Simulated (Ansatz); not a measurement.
# HfMg3B2, from a guessed structure to a relaxed one, part 2 of 2

This structure for HfMg3B2 is made up. Its elements were placed in a known structure type with a cell scaled to their sizes. What cell does the guess relax to, and how far off was it?

Ansatz 0.2.0; DFT, PBE, plane-wave PAW, files of the set soft_1, scalar-relativistic, no spin, cell and ions relaxed at zero pressure; PAW set soft_1 (the session's first sound run).

So far: The structure; Relaxation of the guess.

## Step 2: Relaxation of the guess (continued)

Relaxation path:

```
step  energy less that of the first step (eV)  largest force component (eV/Å)  pressure (GPa)  volume (Å³)
   1                                   0.0000                          0.0000           -6.58       102.37
   2                                  -0.2316                          0.0000            0.97        91.77
   3                                  -0.2581                          0.0000            0.66        91.59
   4                                  -0.2607                          0.0000           -0.11        92.19
   5                                  -0.2609                          0.0000           -0.03        92.16
  6*                                  -0.2592                          0.0000           -0.05        92.16
   7                                  -0.2593                          0.0000            0.00        92.10
  8*                                  -0.2593                          0.0000            0.00        92.10
```

Relaxation steps marked * repeat the geometry before them on a plane-wave basis chosen anew for their cell, so energy and pressure can jump there.

Forces are held to the 24 operations that the run works with; a distortion that breaks them can't arise in this run.

```
conventional cell, symmetrised  before  after   change
                         a (Å)   5.716  5.394   -5.6 %
                         b (Å)   5.716  5.394   -5.6 %
                         c (Å)   3.618  3.655   +1.0 %
              volume (Å³/atom)   17.06  15.35  -10.0 %
```

The relaxed structure:

```xyz
6
Lattice="5.3941 0.0000 0.0000 -2.6970 4.6714 0.0000 0.0000 0.0000 3.6552" Properties=species:S:1:pos:R:3 pbc="T T T"
Hf    0.0000    0.0000    0.0000
Mg   -1.3485    2.3357    1.8276
Mg    1.3485    2.3357    1.8276
Mg    2.6970    0.0000    1.8276
B     2.6970    1.5571    0.0000
B     0.0000    3.1143    0.0000
```

Numbers from this step:

* free energy: -21802.1681 eV
* energy at zero smearing: -21802.1510 eV
* smearing term TS: 0.03422 eV
* Fermi energy: 9.802 eV
* electrons: 62
* symmetry operations: 24
* pressure: -0.002627 GPa

Shortest distances by pair of elements, guess and relaxed (not always the same contact):

```
 pair  guess (Å)  relaxed (Å)
 B–Mg      2.449        2.401
Mg–Mg      2.858        2.697
 B–Hf      3.300        3.114
  B–B      3.300        3.114
Hf–Mg      3.382        3.258
```

The relaxation ends with a pressure of 0.00 GPa.

## Step 3: Electronic structure of the relaxed cell

A second self-consistent run takes a narrower smearing and the mesh shown in its input; the bands follow along the standard path of the relaxed lattice.

This step: DFT, PBE, plane-wave PAW, files of the set soft_1, scalar-relativistic, no spin, bands and density of states at the relaxed cell; PAW set soft_1 (Ansatz 0.2.0).

The input, input.yaml:

```yaml
crystal:
  lattice:
    - [5.3940773516, 0.0, 0.0]
    - [-2.6970386758, 4.6714080164, 0.0]
    - [0.0, 0.0, 3.655248268]
  atoms:
    - { symbol: Hf, position: [0.0, 0.0, 0.0] }
    - { symbol: Mg, position: [0.0, 0.5, 0.5] }
    - { symbol: Mg, position: [0.5, 0.5, 0.5] }
    - { symbol: Mg, position: [0.5, 0.0, 0.5] }
    - { symbol: B, position: [0.6666666667, 0.3333333333, 0.0] }
    - { symbol: B, position: [0.3333333333, 0.6666666667, 0.0] }
kpoints:
  mp_grid: { grid: [8, 8, 8] }
  band_path:
    path:
      - [[0.0, 0.0, 0.0], [0.5, 0.0, 0.0], [0.33333333, 0.33333333, 0.0], [0.0, 0.0, 0.0], [0.0, 0.0, 0.5], [0.5, 0.0, 0.5], [0.33333333, 0.33333333, 0.5], [0.0, 0.0, 0.5]]
      - [[0.5, 0.0, 0.5], [0.5, 0.0, 0.0]]
      - [[0.33333333, 0.33333333, 0.0], [0.33333333, 0.33333333, 0.5]]
    npoints: 8
scf:
  occupations: { method: fermi_dirac, width: 0.03 }
  n_extra_bands: 10
hamiltonian:
  xc: pbe
  pseudopotentials: { kind: paw, azcp: { folder: soft_1 } }
output:
  forces: true
  stress: true
  write_bands: true
  dos: { projected: true }
  write_density: true
  write_potential: true
  elf: true
  volumetric_format: npy
```

Launch:

```sh
$ ansatz run input.yaml --threads 4 --pin off --max-ram 10240MiB --backend cpu --events-out ev --progress --plain --runs-dir out
```

Numbers of over 12 decimals in the logs are rounded to 6 here.

The log of the run:

```text
[...]
Crystal: 6 atoms, lattice volume = 92.105 Å³
Basis set: ecut = 420 eV, 1759 PW (Γ), exchange–correlation on 80×80×50 points (8 copies of the dense FFT grid, shifted against one another)
Bands: 41, of which v1, the nominal top of the filled ones, is band 31 counted from 1 (30 counted from 0)
Symmetry: 24 space group operations
[...]
k-points: 50 of 512
[...]
SCF iter   1: F=—  HF=-21803.138016 eV  |F-HF|=—  |Δ(HF+E_count)|=         —  Δρ=4.83e-2  dr2=5.87e0  ethr=3.10e-3  ⟨swp⟩=6.0  Hψ=8123  notcnv=0  defer=1
[...]
SCF iter   9: F=-21802.160775 eV  HF=-21802.160775 eV  |F-HF|=5.31e-8  |Δ(HF+E_count)|=   4.74e-8  Δρ=7.15e-6  dr2=6.03e-8  ethr=1.61e-10  ⟨swp⟩=14.8  Hψ=14639  notcnv=0
SCF 1 converged in 9 iterations: F = -21802.160775 eV  dr2 = 6.03e-8
[...]
NSCF: frozen V_eff on 75 k-points
SCF converged after 9 iterations
Free energy (F): -21802.160775 eV
[...]
Internal energy: -21802.150839 eV  (E = F + TS)
E sigma→0 (E₀):  -21802.155807 eV
Entropy (-TS):   -0.009936 eV (-1.656 meV/atom)
Fermi energy:    9.825919 eV
[...]
--- Stress (GPa, compression-positive) ---
       -0.171597      -0.000000       0.000000
        0.000000      -0.171597       0.000000
        0.000000       0.000000       0.156435
  P = ⅓ Tr σ = -0.0623 GPa (-0.623 kbar)
--- Band table (eV; the first three rows and the last of 50) ---
  k-point 0: bands = [... 27 lower, 7.7163, 8.7502, 8.7502, 9.3763, 10.9155, 11.9233, 11.9233, 12.0882, ... 6 higher]
  k-point 1: bands = [... 27 lower, 7.5671, 8.7797, 8.7797, 8.9162, 10.3303, 11.6179, 11.6179, 12.4394, ... 6 higher]
  k-point 2: bands = [... 27 lower, 6.9869, 8.8489, 8.8489, 9.1655, 9.4039, 11.0594, 11.0594, 12.8047, ... 6 higher]
  k-point 49: bands = [... 27 lower, 6.5648, 8.4786, 9.3990, 9.7092, 9.7586, 10.2908, 12.3007, 12.5280, ... 6 higher]
```

The job ended after 3 s (4 threads of AMD EPYC 9R14 (Zen 4), shared host; peak memory 0.65 GiB; 11 s of CPU time).

In the SCF lines HF is the Harris–Foulkes energy and dr2 the Hartree energy of the density residual, in eV; the loop may stop once dr2 is under the threshold and the program's other checks hold. Hψ counts applications of the Hamiltonian.

Numbers from this step:

```yaml
free_energy: -21802.1608 eV
energy_at_zero_smearing: -21802.1558 eV
smearing_term_ts: 0.009936 eV
fermi_energy: 9.826 eV
pressure: -0.06225 GPa
```

From bands.tsv, the bands that come nearest the Fermi level along the path, at its corners, in eV from the Fermi level:

```tsv
point	band 28	band 29	band 30	band 31	band 32	band 33	band 34	band 35
Γ	-2.11	-1.08	-1.08	-0.45	1.09	2.10	2.10	2.26
M	-0.59	-0.48	-0.40	0.50	0.71	1.95	2.01	3.12
K	-1.31	-1.03	-0.07	-0.07	2.24	2.30	2.30	2.76
Γ	-2.11	-1.08	-1.08	-0.45	1.09	2.10	2.10	2.26
A	-2.26	-2.26	-0.89	-0.89	0.67	0.67	1.80	3.10
L	-2.05	-1.98	-1.32	-0.59	0.26	0.98	1.69	2.51
H	-3.36	-1.35	-0.19	-0.19	0.17	0.17	2.91	2.91
A	-2.26	-2.26	-0.89	-0.89	0.67	0.67	1.80	3.10
L	-2.05	-1.98	-1.32	-0.59	0.26	0.98	1.69	2.51
M	-0.59	-0.48	-0.40	0.50	0.71	1.95	2.01	3.12
K	-1.31	-1.03	-0.07	-0.07	2.24	2.30	2.30	2.76
H	-3.36	-1.35	-0.19	-0.19	0.17	0.17	2.91	2.91
```

States per cell as run, both spins, in windows of 1 eV, from dos.tsv (zero at the Fermi level):

```csv
from,to,total
-8,-7,1.24
-7,-6,1.21
-6,-5,0.76
-5,-4,1.25
-4,-3,1.56
-3,-2,2.54
-2,-1,2.60
-1,0,4.10
0,1,2.74
1,2,2.40
2,3,1.72
3,4,2.75
4,5,4.77
```

A further 46.8 states lie below the table's range.

Valence density in the ab plane at fractional z = 0.000, with atoms of Hf and B within 0.2 Å of it. It is the smooth field of the valence electrons, not physical close to the nuclei.

Ten steps, logarithmic in the rise over the least value, from '0' (0 e/Å³) to '9' (50 e/Å³), each cell a mean:
```
851000000000269
520000000000256
100001100000122
000011110000000
000110110000000
000111100000000
000111000000000
000000000011000
000000000111100
000000001101100
000000001111000
011000001110000
443100000000001
874100000000025
984000000000158
```
Columns run along a (5.4 Å), rows up along b (5.4 Å). Atoms in or near the plane, at fractional coordinates: Hf at (0.00, 0.00), B at (0.67, 0.33), B at (0.33, 0.67).

ELF in the ab plane at fractional z = 0.000, with atoms of Hf and B within 0.2 Å of it. It is the smooth field of the valence electrons, not physical close to the nuclei.

Values, 15 rows by 15 columns, each cell a mean:
```
0.85 0.72 0.34 0.15 0.29 0.37 0.37 0.37 0.37 0.36 0.24 0.14 0.44 0.78 0.85
0.68 0.38 0.18 0.33 0.53 0.59 0.59 0.59 0.58 0.50 0.25 0.16 0.45 0.73 0.78
0.26 0.17 0.34 0.60 0.70 0.63 0.60 0.68 0.70 0.58 0.26 0.14 0.28 0.45 0.44
0.15 0.31 0.57 0.71 0.58 0.26 0.34 0.65 0.71 0.53 0.25 0.13 0.14 0.16 0.14
0.27 0.44 0.65 0.61 0.18 0.01 0.27 0.65 0.62 0.40 0.27 0.25 0.26 0.25 0.24
0.30 0.47 0.64 0.46 0.10 0.17 0.53 0.61 0.42 0.31 0.40 0.53 0.58 0.50 0.36
0.30 0.47 0.64 0.60 0.50 0.59 0.60 0.42 0.31 0.42 0.62 0.71 0.70 0.58 0.37
0.29 0.47 0.66 0.72 0.71 0.61 0.42 0.31 0.42 0.61 0.65 0.65 0.68 0.59 0.37
0.30 0.45 0.61 0.66 0.59 0.41 0.31 0.42 0.60 0.53 0.27 0.34 0.60 0.59 0.37
0.29 0.35 0.41 0.40 0.34 0.30 0.41 0.61 0.59 0.17 0.01 0.26 0.63 0.59 0.37
0.16 0.15 0.14 0.14 0.18 0.34 0.59 0.71 0.50 0.10 0.18 0.58 0.70 0.53 0.29
0.20 0.29 0.26 0.15 0.14 0.40 0.66 0.72 0.60 0.46 0.61 0.71 0.60 0.33 0.15
0.61 0.68 0.56 0.26 0.14 0.41 0.61 0.66 0.64 0.64 0.65 0.57 0.34 0.18 0.34
0.84 0.83 0.68 0.29 0.15 0.35 0.45 0.47 0.47 0.47 0.44 0.31 0.17 0.38 0.72
0.85 0.84 0.61 0.20 0.16 0.29 0.30 0.29 0.30 0.30 0.27 0.15 0.26 0.68 0.85
```
Columns run along a (5.4 Å), rows up along b (5.4 Å). Atoms in or near the plane, at fractional coordinates: Hf at (0.00, 0.00), B at (0.67, 0.33), B at (0.33, 0.67).

Electrostatic potential energy in the ab plane at fractional z = 0.000, with atoms of Hf and B within 0.2 Å of it. With pseudopotentials it is smooth inside the atoms' cores, unlike the true potential.

Ten even steps from '_' (-33 eV) to '@' (13 eV), each cell a mean:
```
--::++%%@@@@@@@@@@@@@@%%==..--
::++%%@@@@@@@@@@@@@@@@##==....
**%%@@@@%%****##@@@@@@##++====
%%@@@@%%++....**@@@@@@%%####%%
@@@@@@++____..**@@@@@@@@@@@@@@
@@@@%%--____++%%@@@@@@@@@@@@@@
@@@@%%++--++%%@@@@@@@@@@@@@@@@
@@@@@@%%%%@@@@@@@@%%****##@@@@
@@@@@@@@@@@@@@@@%%++....**@@@@
@@@@@@@@@@@@@@@@++____..**@@@@
@@%%%%%%@@@@@@%%--____++%%@@@@
##++**##%%@@@@%%++--++%%@@@@%%
::::--**%%@@@@@@%%%%@@@@@@%%++
::::::++%%@@@@@@@@@@@@@@%%++::
++::::##@@@@@@@@@@@@@@%%**::--
```
Columns run along a (5.4 Å; values clipped at the 3rd and 97th percentile), rows up along b (5.4 Å). Atoms in or near the plane, at fractional coordinates: Hf at (0.00, 0.00), B at (0.67, 0.33), B at (0.33, 0.67).

## Step 4: Results

```
space group, relaxed : P6/mmm
conventional cell    : a = 5.394, b = 5.394, c = 3.655 Å; α = 90.0°, β = 90.0°, γ = 120.0°
volume per atom      : 15.35 Å³ (guess 17.06)
```

HfMg3B2 relaxes to P6/mmm with a = 5.394, b = 5.394 and c = 3.655 Å. The guessed volume was 11 % too large. The space group P6/mmm was held in the relaxation, so the end point is a stationary structure within it and may be a saddle against distortions or other arrangements. Bands cross the Fermi level, so it is a metal or semimetal at this level. On the 8×8×8 mesh with the narrower smearing (relaxed on 6×6×7) the forces vanish, as symmetry may demand, and the largest stress component is 0.172 GPa, against the relaxation's thresholds of 0.015 eV/Å and 0.05 GPa. The cutoff wasn't tested. Spin-orbit coupling is left out, which can matter for elements this heavy. No dispersion term is used, so weakly bound directions may come out too long. Nothing here tests whether the compound is stable against decomposition.

[Logs are printed without paths, hosts, clocks, repeated set-up lines and the standing remarks that a program may print on its own settings, such as how far it seeks lower states.]

[Hosts, paths, dates, database ids (printed as entryN), source tags and the programs' standing remarks are cut or masked in the printed files.]
